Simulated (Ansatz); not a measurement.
# Static equation of state of CdH8C4O6 (P2_1/c) (152 atoms)

The cell holds 152 atoms: 8 Cd, 64 H, 32 C and 48 O. Cell: a = 15.285 Å, b = 12.212 Å, c = 8.191 Å, α = 90.0°, β = 90.9°, γ = 90.0°. It derives from CdH8C4O6 (P2_1/c), repeated 2×1×1. The starting structure: CdH8C4O6, space group P2_1/c, structure from the Crystallography Open Database, 2 x 1 x 1 conventional cells; every coordinate displaced by a Gaussian of 0.01 Å; bonds to H set to neutron lengths (C-H 1.089, N-H 1.015, O-H 0.983, B-H 1.19 Å) where the listed ones are shorter.

Calculated with Ansatz 0.2.0: Kohn-Sham DFT, PBE+D3(BJ), PAW (set soft_2), plane waves; cutoff 420 eV, Γ point, fixed occupations. Cell and atoms were relaxed first, to V0 = 10.057 Å³ an atom at a residual P0 = 0.009 GPa. The cell was then scaled evenly, and the atoms were relaxed at each volume.

| volume (Å³/atom) | pressure (GPa) |
| --- | --- |
| 9.0513 | ? |
| 9.4536 | 1.158 |
| 9.7553 | 0.5918 |
| 10.359 | -0.5452 |
| 10.660 | -1.090 |

**Question.** Fit the third-order Birch–Murnaghan equation to the rows given and extrapolate to the withheld row.

**Working.**

Take the Eulerian strain f = ½[(V0/V)^(2/3) − 1] and the normalised pressure F = (P − P0) / [3f(1 + 2f)^(5/2)]. The third-order Birch–Murnaghan equation is then the line F = B0 + (3/2)B0(B′ − 4) f, so u = f and v = F.

```
      u = f  v = F (GPa)
  0.0210563      16.4183
  0.0102567      18.0180
-0.00975660      19.8751
 -0.0190508      21.1907
```

With n = 4: mean u = 6.2639e-4, mean v = 18.8755, Σ(u − ū)² = 0.0010051, Σ(u − ū)(v − v̄) = -0.11439. Slope b = -0.11439 / 0.0010051 = -113.81; intercept a = v̄ − b ū = 18.947.

So B0 = a = 18.9 GPa and B′ = 4 + 2b/(3a) = -0.00462. At the withheld volume f = 0.03638, F = a + b f = 14.81 GPa, and P = P0 + 3f(1 + 2f)^(5/2) F.

Prediction at 9.0513: 1.935 GPa. The run gave 2.086 GPa, so the fit is low by 0.15 GPa (7.2 % of the value).

The series isn't one smooth equation of state: even a line fitted to all rows, the withheld one included, misses F by up to 3.5 % and an atom moves over 0.5 Å in some relaxation. B0 and B′ are then only the numbers of this fit, not moduli of the material. Among the rows given, the largest miss of the fit is at 9.4536, by 0.0092 GPa (0.29 % of the range of the table).

Limits: Static cells at zero temperature; the cell shape is held. The program notes that the SCF threshold of these relaxations is loose for the stress. Only the Γ point is sampled, in a cell whose shortest periodic width is 8 Å.

[Logs are printed without paths, hosts, clocks, repeated set-up lines and the standing remarks that a program may print on its own settings, such as how far it seeks lower states.]

[Hosts, paths, dates, database ids (printed as entryN), source tags and the programs' standing remarks are cut or masked in the printed files.]
